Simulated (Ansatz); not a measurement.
Rows from a G0W0 calculation on Ge2MoN4 (MoSi2N4-type monolayer) (Ansatz 0.2.0; G0W0 on LDA, plane waves, PAW; PAW set soft_1; 6×6×1 mesh, 159 empty bands, screening to 39 eV, PAW set soft_1 files), in eV. Spin-orbit coupling is left out.

```csv
row,Σx,Σc,Vxc,Z
A,-12.91,-3.74,-18.04,0.77
B,-12.38,-3.89,-17.71,0.78
C,-20.66,1.16,-20.23,0.75
D,-17.01,-2.90,-21.32,0.75
E,-20.19,0.99,-19.91,0.76
F,-15.67,-4.83,-21.98,0.73
```

**Question.** Which rows are filled states and which are empty ones, and how can one tell?

Filled: C and E. Empty: A, B, D and F. The sign of Σc tells: for a filled state bare exchange, which holds its interaction with itself, lies below Vxc (Σx − Vxc is -0.3 eV or lower here) and screening gives part back as a positive Σc. For an empty state Σx lies above Vxc (+4.3 eV or more) and the Coulomb hole leaves Σc negative.

[Paths, hosts, dates, memory and timing lines, banners, echoed tables and standing remarks are left out of the program output.]

[Logs are printed without paths, hosts, clocks, repeated set-up lines and the standing remarks that a program may print on its own settings, such as how far it seeks lower states.]

[Runs of the session that timed out or met a known fault of the program may be left out.]

[Cells called generated may have been cut or substituted from an entry of the Crystallography Open Database or the Materials Project.]

[Hosts, paths, dates, database ids (printed as entryN), source tags and the programs' standing remarks are cut or masked in the printed files.]
